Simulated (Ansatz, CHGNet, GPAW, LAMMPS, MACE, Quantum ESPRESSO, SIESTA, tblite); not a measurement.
# Which run comes nearest? Glassy 68SiO2-14MgO-11ZnO-7BaO (mol %) (75 atoms)

Density of this cell: 2.53 g/cm³. The cell holds 75 atoms: 19 Si, 4 Mg, 3 Zn, 2 Ba and 47 O. Its edges and angles: a = 10.675 Å, b = 10.675 Å, c = 10.675 Å, α = 90.0°, β = 90.0°, γ = 90.0°. 75 atoms (19 Si, 4 Mg, 3 Zn, 2 Ba, 47 O) placed at random at 2.53 g/cm³, melted at 4000 K for 10 ps at fixed volume with the Morse and Coulomb pair potential with partial charges (Pedone, Malavasi, Menziani, Cormack and Segre, J. Phys. Chem. B 110, 11780 (2006)). Quenched from 4000 K to 300 K at 25 K/ps and fixed volume, held 5 ps, then minimised at fixed cell.

Geometry: as built.

The reference, a calculation:

| Item | Value |
| --- | --- |
| method | Kohn-Sham DFT, PBE, SSSP efficiency 1.3.0 pseudopotentials, plane waves (Quantum ESPRESSO 7.5); sssp-pbe-1.3.0-efficiency, cutoffs 60/480 Ry, Γ point |
| r.m.s. force component | 0.8484 eV/Å |
| longest force | 2.977 eV/Å |
| pressure | 0.5213 GPa |
| gap (highest filled to lowest empty level) | 2.283 eV |
| time | 3.7 min on 4 MPI ranks of Arm Neoverse V1, shared host |
| CPU time | 15 min |

Runs, in no order:
A. MACE MP-0b2 small potential: machine-learned interatomic potential MACE MP-0b2 small, trained on PBE(+U) plane-wave data
B. CHGNet r2SCAN potential: machine-learned interatomic potential CHGNet r2SCAN, trained on r2SCAN plane-wave data
C. SIESTA PBE, SZP, shift 0.01 Ry, mesh 500 Ry: Kohn-Sham DFT, PBE, PseudoDojo 0.4.1 norm-conserving pseudopotentials (converted to PSML), numerical atomic orbitals (SZP), diagonalisation
D. SIESTA PBE, SZ, shift 0.02 Ry, mesh 500 Ry: Kohn-Sham DFT, PBE, PseudoDojo 0.4.1 norm-conserving pseudopotentials (converted to PSML), numerical atomic orbitals (SZ), diagonalisation
E. SIESTA PBE, TZP, shift 0.01 Ry, mesh 500 Ry: Kohn-Sham DFT, PBE, PseudoDojo 0.4.1 norm-conserving pseudopotentials (converted to PSML), numerical atomic orbitals (TZP), diagonalisation

**Question.** Rank the runs by how far their forces lie from the reference's, least first.

A, E, B, C, D.

```csv
run,"Δ force, r.m.s. (meV/Å)",share of r.m.s. force (%),CPU time
A. MACE MP-0b2 small potential,128,15.1,7.1 s
"E. SIESTA PBE, TZP, shift 0.01 Ry, mesh 500 Ry",180,21.3,5.5 min
B. CHGNet r2SCAN potential,285,33.6,3.9 s
"C. SIESTA PBE, SZP, shift 0.01 Ry, mesh 500 Ry",432,51.0,3.5 min
"D. SIESTA PBE, SZ, shift 0.02 Ry, mesh 500 Ry",863,102,84 s
```

Machine-learned potentials mimic data converged in k, so the reference's own k-point error enters their differences. The network of bonds at the start is that of the classical potential that made the cell, and needn't be the one that DFT or experiment would give. The electronic-structure runs sample only Γ, in a cell whose shortest periodic width is 11 Å.

[Logs are printed without paths, hosts, clocks, repeated set-up lines and the standing remarks that a program may print on its own settings, such as how far it seeks lower states.]

[Hosts, paths, dates, database ids (printed as entryN), source tags and the programs' standing remarks are cut or masked in the printed files.]
